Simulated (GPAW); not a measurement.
# The basis that the transmission of butadiene-1,4-dithiol between two Al chains needs, part 2 of 2

Wanted: the zero-bias transmission of butadiene-1,4-dithiol between two Al chains on a ladder of levels, with run times.

GPAW 26.7.0; GPAW LCAO, PAW setups; Landauer transmission from Green's functions with principal layers (ASE), zero bias.

So far, transmission at the Fermi level (one spin): step 2 (GPAW, dzp, PBE, GPAW) 0.267; step 3 (basis szp(dzp), PBE, GPAW) 0.313; step 4 (basis sz(dzp), PBE, GPAW) 0.318; step 5 (LDA) 0.287.

### 8. Potential alignment off, functional revPBE, grid spacing 0.22

Without the shift, lead and junction are matched by their Fermi levels alone. The functional moves levels against the Fermi level. The real-space grid carries density and potential; a coarse one breaks translation symmetry along the lead and scatters electrons that should pass.

This step: GPAW LCAO, PAW setups; Landauer transmission from Green's functions with principal layers (ASE), zero bias (GPAW 26.7.0).

Input file run.py:

```python
import json
import numpy as np
from ase import Atoms
from ase.transport.calculators import TransportCalculator
from gpaw import GPAW, FermiDirac
from gpaw.lcao.tools import get_lcao_hamiltonian
from scipy.linalg import eigh

# The junction with lead layers at both ends, along the third cell vector
device = Atoms(
    ['Al', 'Al', 'Al', 'Al', 'Al', 'Al', 'S', 'C', 'H', 'H', 'C', 'C', 'H', 'H', 'C', 'S', 'Al', 'Al', 'Al', 'Al', 'Al', 'Al'],
    positions=[
        [5.34744, 4.50000, 1.20000],
        [5.34744, 4.50000, 3.60000],
        [5.34744, 4.50000, 6.00000],
        [5.34744, 4.50000, 8.40000],
        [5.34744, 4.50000, 10.80000],
        [5.34744, 4.50000, 13.20000],
        [4.22929, 4.50000, 15.09466],
        [4.22500, 4.50000, 16.82429],
        [6.32224, 4.50000, 17.06478],
        [3.25000, 4.49999, 17.30354],
        [5.34993, 4.50000, 17.55319],
        [5.34496, 4.50000, 19.00163],
        [7.44489, 4.49999, 19.25128],
        [4.37265, 4.50000, 19.49004],
        [6.46989, 4.50000, 19.73053],
        [6.46560, 4.50000, 21.46016],
        [5.34744, 4.50000, 23.35482],
        [5.34744, 4.50000, 25.75482],
        [5.34744, 4.50000, 28.15482],
        [5.34744, 4.50000, 30.55482],
        [5.34744, 4.50000, 32.95482],
        [5.34744, 4.50000, 35.35482]],
    cell=[[10.69489, 0.0, 0.0], [0.0, 9.0, 0.0], [0.0, 0.0, 36.55482]],
    pbc=True)

# One principal layer of the lead: the first 4 atoms of the device
lead = Atoms(
    ['Al', 'Al', 'Al', 'Al'],
    positions=[
        [5.34744, 4.50000, 1.20000],
        [5.34744, 4.50000, 3.60000],
        [5.34744, 4.50000, 6.00000],
        [5.34744, 4.50000, 8.40000]],
    cell=[[10.69489, 0.0, 0.0], [0.0, 9.0, 0.0], [0.0, 0.0, 9.6]],
    pbc=True)

settings = dict(mode='lcao', basis='dzp', xc='revPBE', h=0.22,
                occupations=FermiDirac(0.1), maxiter=250,
                mixer=dict(beta=0.1, nmaxold=8, weight=100.0),
                convergence=dict(density=0.0001))
energies = np.arange(-3, 3 + 1e-9, 0.075)
eta = 0.0001
n1, n2 = 1, 1
# k and -k transmit alike, so half of the mesh across the current serves
mesh = [(i, j) for i in range(n1) for j in range(n2) if (i, j) <= (-i % n1, -j % n2)]
weights = np.array([1 if (i, j) == (-i % n1, -j % n2) else 2 for i, j in mesh]) / (n1 * n2)

# [... helper functions left out ...]
fermi_lead = ground_state(lead, (1, 1, 12), 'lead.txt')
fermi_device = ground_state(device, (1, 1, 2), 'device.txt')
# [... loop over the mesh left out, but for ...]
        # Lead and device are aligned by their Fermi levels alone
        shift = 0.0
# [...]
kT = 8.617333e-5 * 300
bias = [0.1, 0.2, 0.5, 1.0, 1.5, 2.0]
# [... integrals and printing left out ...]
```

The run is started by

```sh
> OMP_NUM_THREADS=1 OPENBLAS_NUM_THREADS=1 python run.py
```

Log:

```text
basis functions: device 254, principal layer 52
Fermi level: lead -3.2437 eV, device -3.0410 eV; lead shifted by 0.0000 eV
largest coupling past the next layer 1.11e-15 eV, largest misfit of the first layer 0.061 eV
  E-E_F (eV)   T (one spin)  [channel counts left out]
    -3.000    9.3008e-01
    -2.925    4.7038e-01
    -2.850    9.6021e-02
    -2.775    1.8455e-02
    -2.700    3.9428e-03
    -2.625    8.4146e-04
    -2.550    1.4549e-04
    -2.475    9.7740e-06
    -2.400    2.8278e-06
    -2.325    1.7945e-05
    -2.250    3.0343e-05
    -2.175    3.6375e-05
    -2.100    3.7326e-05
    -2.025    3.5089e-05
    -1.950    3.1167e-05
    -1.875    2.6560e-05
[...]
2.475    4.1870e-01
     2.550    3.8203e-01
     2.625    3.5128e-01
     2.700    3.2554e-01
     2.775    3.0404e-01
     2.850    2.8614e-01
     2.925    2.7135e-01
     3.000    2.5928e-01
conductance at 300 K: 0.25647 G0 a cell; thermopower -1.096 uV/K
current from the zero-bias T(E) at 0.1 V: 1.9768 uA
current from the zero-bias T(E) at 0.2 V: 3.8944 uA
current from the zero-bias T(E) at 0.5 V: 8.8777 uA
current from the zero-bias T(E) at 1.0 V: 14.187 uA
current from the zero-bias T(E) at 1.5 V: 18.579 uA
current from the zero-bias T(E) at 2.0 V: 24.375 uA
```

Run time: 45 s. Hardware: 1 thread of Arm Neoverse V2, shared host; peak memory 1.1 GiB.

This step gave:

```
conductance                                    : 0.2565 G₀
largest coupling past the next principal layer : 1.11e-15 eV
largest misfit of the first principal layer    : 0.06094 eV
shift that aligns the lead                     : 0 eV
transmission at the Fermi level (one spin)     : 0.2616
```

One spin. Table of transmission, zone mean by energy, zero at the Fermi level:

energy (eV), transmission, zone mean and a bar:
```
    -3.00       0.93 ###########################
    -2.77       0.02 #
    -2.55       0.00 
    -2.40       0.00 
    -2.17       0.00 
    -1.95       0.00 
    -1.73       0.00 
    -1.57       0.00 
    -1.35       0.00 
    -1.12       0.00 
    -0.90       0.00 
    -0.75       0.00 
    -0.53       0.00 
    -0.30       0.13 ####
    -0.07       0.25 #######
     0.00       0.26 ########
     0.07       0.25 #######
     0.30       0.21 ######
     0.53       0.21 ######
     0.75       0.26 ########
     0.90       0.30 #########
     1.12       0.43 #############
     1.35       0.66 ###################
     1.57       0.93 ###########################
     1.73       1.02 ##############################
     1.95       0.89 ##########################
     2.17       0.64 ###################
     2.40       0.46 ##############
     2.55       0.38 ###########
     2.77       0.30 #########
     3.00       0.26 ########
```

Not self-consistent under bias; the bias window is split evenly. Table of current through one cell, from the zero-bias transmission by bias:

| bias (V) | current through one cell, from the zero-bias transmission (μA) |
| --- | --- |
| 0.100 | 1.98 |
| 0.200 | 3.89 |
| 0.500 | 8.88 |
| 1.000 | 14.2 |
| 1.500 | 18.6 |
| 2.000 | 24.4 |

Transmission of the three most open eigenchannels against energy, zero at the Fermi level:

| energy (eV) | channel 1 | channel 2 | channel 3 |
| --- | --- | --- | --- |
| -3.00 | 0.930 | 0 | 0 |
| -2.77 | 0.0185 | 0 | 0 |
| -2.55 | 1.5e-4 | 0 | 0 |
| -2.40 | 2.8e-6 | 0 | 0 |
| -2.17 | 3.6e-5 | 0 | 0 |
| -1.95 | 3.1e-5 | 0 | 0 |
| -1.73 | 1.7e-5 | 0 | 0 |
| -1.57 | 9.8e-6 | 0 | 0 |
| -1.35 | 1.5e-6 | 0 | 0 |
| -1.12 | 0 | 0 | 0 |
| -0.90 | 0 | 0 | 0 |
| -0.75 | 0 | 0 | 0 |
| -0.53 | 0 | 0 | 0 |
| -0.30 | 0.120 | 0.00640 | 0 |
| -0.07 | 0.240 | 0.0105 | 0 |
| 0.00 | 0.253 | 0.00898 | 0 |
| 0.07 | 0.247 | 0.00674 | 0 |
| 0.30 | 0.207 | 7.7e-4 | 2.1e-12 |
| 0.53 | 0.200 | 0.00610 | 4.8e-11 |
| 0.75 | 0.235 | 0.0222 | 2.0e-12 |
| 0.90 | 0.285 | 0.0190 | 3.2e-12 |
| 1.12 | 0.417 | 0.0164 | 2.4e-5 |
| 1.35 | 0.641 | 0.0183 | 3.4e-5 |
| 1.57 | 0.911 | 0.0208 | 3.4e-5 |
| 1.73 | 0.998 | 0.0226 | 3.2e-5 |
| 1.95 | 0.865 | 0.0255 | 2.9e-5 |
| 2.17 | 0.617 | 0.0282 | 2.5e-5 |
| 2.40 | 0.432 | 0.0303 | 2.1e-5 |
| 2.55 | 0.351 | 0.0312 | 1.8e-5 |
| 2.77 | 0.272 | 0.0316 | 1.4e-5 |
| 3.00 | 0.228 | 0.0310 | 1.0e-5 |

The conductance, 0.256 G₀, lies 1.9 % below that of the dzp run.

### 9. Temperature 1000, k-points along the lead 40

Temperature enters only through the Fermi window. The lead's own mesh along the current sets its density and potential; where the lead is aligned to the junction's end layer, a rigid shift drops out.

run.py, as its differences from that of step 8:

```diff
@@ -48,3 +48,3 @@
 
-settings = dict(mode='lcao', basis='dzp', xc='revPBE', h=0.22,
+settings = dict(mode='lcao', basis='dzp', xc='PBE', h=0.2,
                 occupations=FermiDirac(0.1), maxiter=250,
@@ -60,9 +60,9 @@
 # [... helper functions left out ...]
-fermi_lead = ground_state(lead, (1, 1, 12), 'lead.txt')
+fermi_lead = ground_state(lead, (1, 1, 40), 'lead.txt')
 fermi_device = ground_state(device, (1, 1, 2), 'device.txt')
 # [... loop over the mesh left out, but for ...]
-        # Lead and device are aligned by their Fermi levels alone
-        shift = 0.0
+        # Shift the lead onto the potential of the device's first layer
+        shift = ((H[:, 0, 0] - H0[:, 0, 0]) / S0[0, 0]).real.mean()
 # [...]
-kT = 8.617333e-5 * 300
+kT = 8.617333e-5 * 1000
 bias = [0.1, 0.2, 0.5, 1.0, 1.5, 2.0]
```

Log:

```text
basis functions: device 254, principal layer 52
Fermi level: lead -3.2940 eV, device -3.0944 eV; lead shifted by -0.0088 eV
largest coupling past the next layer 1.57e-15 eV, largest misfit of the first layer 0.052 eV
  E-E_F (eV)   T (one spin)  [channel counts left out]
    -3.000    9.2726e-01
    -2.925    4.9875e-01
    -2.850    1.0680e-01
    -2.775    2.0526e-02
    -2.700    4.3480e-03
    -2.625    9.1874e-04
    -2.550    1.5661e-04
    -2.475    1.0020e-05
    -2.400    3.4224e-06
    -2.325    2.0330e-05
    -2.250    3.4012e-05
    -2.175    4.0665e-05
    -2.100    4.1752e-05
    -2.025    3.9355e-05
    -1.950    3.5102e-05
    -1.875    3.0073e-05
[...]
2.475    4.1597e-01
     2.550    3.7986e-01
     2.625    3.4941e-01
     2.700    3.2391e-01
     2.775    3.0269e-01
     2.850    2.8522e-01
     2.925    2.7103e-01
     3.000    2.5976e-01
conductance at 1000 K: 0.23741 G0 a cell; thermopower -15.13 uV/K
current from the zero-bias T(E) at 0.1 V: 1.8334 uA
current from the zero-bias T(E) at 0.2 V: 3.6311 uA
current from the zero-bias T(E) at 0.5 V: 8.5199 uA
current from the zero-bias T(E) at 1.0 V: 14.421 uA
current from the zero-bias T(E) at 1.5 V: 19.397 uA
current from the zero-bias T(E) at 2.0 V: 25.762 uA
```

The job ended after 66 s (1 thread; peak memory 1.3 GiB).

This step gave:

```
conductance                                    : 0.2374 G₀
largest coupling past the next principal layer : 1.57e-15 eV
largest misfit of the first principal layer    : 0.05213 eV
shift that aligns the lead                     : -0.008754 eV
transmission at the Fermi level (one spin)     : 0.2666
```

One spin. Transmission, zone mean against energy, zero at the Fermi level:

| energy (eV) | transmission, zone mean |
| --- | --- |
| -3.00 | 0.927 |
| -2.85 | 0.107 |
| -2.70 | 0.00435 |
| -2.55 | 1.6e-4 |
| -2.33 | 2.0e-5 |
| -2.17 | 4.1e-5 |
| -2.02 | 3.9e-5 |
| -1.88 | 3.0e-5 |
| -1.73 | 2.0e-5 |
| -1.57 | 1.1e-5 |
| -1.35 | 1.6e-6 |
| -1.20 | 0 |
| -1.05 | 0 |
| -0.90 | 0 |
| -0.75 | 0 |
| -0.60 | 0 |
| -0.38 | 0.0869 |
| -0.23 | 0.175 |
| -0.07 | 0.250 |
| 0.00 | 0.267 |
| 0.07 | 0.264 |
| 0.23 | 0.231 |
| 0.38 | 0.208 |
| 0.60 | 0.233 |
| 0.75 | 0.268 |
| 0.90 | 0.320 |
| 1.05 | 0.403 |
| 1.20 | 0.525 |
| 1.35 | 0.689 |
| 1.57 | 0.953 |
| 1.73 | 1.02 |
| 1.88 | 0.942 |
| 2.02 | 0.787 |
| 2.17 | 0.633 |
| 2.33 | 0.508 |
| 2.55 | 0.380 |
| 2.70 | 0.324 |
| 2.85 | 0.285 |
| 3.00 | 0.260 |

Not self-consistent under bias; the bias window is split evenly. Current through one cell, from the zero-bias transmission against bias:

| bias (V) | current through one cell, from the zero-bias transmission (μA) |
| --- | --- |
| 0.100 | 1.83 |
| 0.200 | 3.63 |
| 0.500 | 8.52 |
| 1.000 | 14.4 |
| 1.500 | 19.4 |
| 2.000 | 25.8 |

Table of transmission of the three most open eigenchannels by energy, zero at the Fermi level:

| energy (eV) | channel 1 | channel 2 | channel 3 |
| --- | --- | --- | --- |
| -3.00 | 0.927 | 0 | 0 |
| -2.85 | 0.107 | 0 | 0 |
| -2.70 | 0.00435 | 0 | 0 |
| -2.55 | 1.6e-4 | 0 | 0 |
| -2.33 | 2.0e-5 | 0 | 0 |
| -2.17 | 4.1e-5 | 0 | 0 |
| -2.02 | 3.9e-5 | 0 | 0 |
| -1.88 | 3.0e-5 | 0 | 0 |
| -1.73 | 2.0e-5 | 0 | 0 |
| -1.57 | 1.1e-5 | 0 | 0 |
| -1.35 | 1.6e-6 | 0 | 0 |
| -1.20 | 0 | 0 | 0 |
| -1.05 | 0 | 0 | 0 |
| -0.90 | 0 | 0 | 0 |
| -0.75 | 0 | 0 | 0 |
| -0.60 | 0 | 0 | 0 |
| -0.38 | 0.0819 | 0.00497 | 0 |
| -0.23 | 0.166 | 0.00843 | 0 |
| -0.07 | 0.240 | 0.0102 | 0 |
| 0.00 | 0.258 | 0.00900 | 0 |
| 0.07 | 0.257 | 0.00677 | 0 |
| 0.23 | 0.229 | 0.00205 | 0 |
| 0.38 | 0.207 | 7.4e-4 | 4.1e-11 |
| 0.60 | 0.215 | 0.0177 | 1.4e-11 |
| 0.75 | 0.248 | 0.0200 | 2.7e-12 |
| 0.90 | 0.304 | 0.0168 | 3.6e-11 |
| 1.05 | 0.388 | 0.0157 | 2.7e-5 |
| 1.20 | 0.508 | 0.0166 | 3.7e-5 |
| 1.35 | 0.671 | 0.0179 | 3.9e-5 |
| 1.57 | 0.933 | 0.0204 | 3.8e-5 |
| 1.73 | 0.998 | 0.0223 | 3.7e-5 |
| 1.88 | 0.918 | 0.0242 | 3.4e-5 |
| 2.02 | 0.761 | 0.0261 | 3.2e-5 |
| 2.17 | 0.605 | 0.0277 | 2.9e-5 |
| 2.33 | 0.480 | 0.0289 | 2.6e-5 |
| 2.55 | 0.350 | 0.0299 | 2.2e-5 |
| 2.70 | 0.294 | 0.0301 | 1.9e-5 |
| 2.85 | 0.255 | 0.0299 | 1.6e-5 |
| 3.00 | 0.230 | 0.0294 | 1.3e-5 |

With these changes, and at 1000 K in place of 300 K, the conductance is 0.237 G₀ against 0.261 in the dzp run; T at the Fermi level, which temperature doesn't enter, is 0.267 against 0.267.

### 10. Summary of results

| Quantity | Value |
| --- | --- |
| conductance | 0.261 G₀ |
| transmission at the Fermi level, mean of the spins | 0.267 |
| thermopower | -2.70 μV/K |

In the dzp basis the junction conducts 0.261 G₀ at 300 K, with T = 0.267 a spin at the Fermi level; no smaller basis tried comes within 10 % of that conductance. At the Fermi level two eigenchannels carry the current (0.26 and 0.0090). Measured against the first run (dzp), the nearest curve is that of dzp-LDA (r.m.s. 0.030) and the farthest that of szp (0.19). Over the compared runs wall time goes from 35 s (sz) to 58 s (dzp), on a shared host. The geometry was built from estimated bond lengths and not relaxed, so the numbers describe this model structure. Semilocal functionals put molecular levels too near the Fermi level, so such conductances usually come out too high, and chain electrodes have a sharper density of states than real ones. An evenly spaced straight chain is an idealisation: free chains tend to dimerise, zigzag or, where a band edge lies near the Fermi level, turn magnetic. The currents use the zero-bias T(E) throughout, which holds only while the bias is small against the distance to the nearest feature. The energy step is wider than the thermal energy, so the conductance and thermopower rest on interpolation of T(E).

[Logs are printed without paths, hosts, clocks, repeated set-up lines and the standing remarks that a program may print on its own settings, such as how far it seeks lower states.]

[Hosts, paths, dates, database ids (printed as entryN), source tags and the programs' standing remarks are cut or masked in the printed files.]
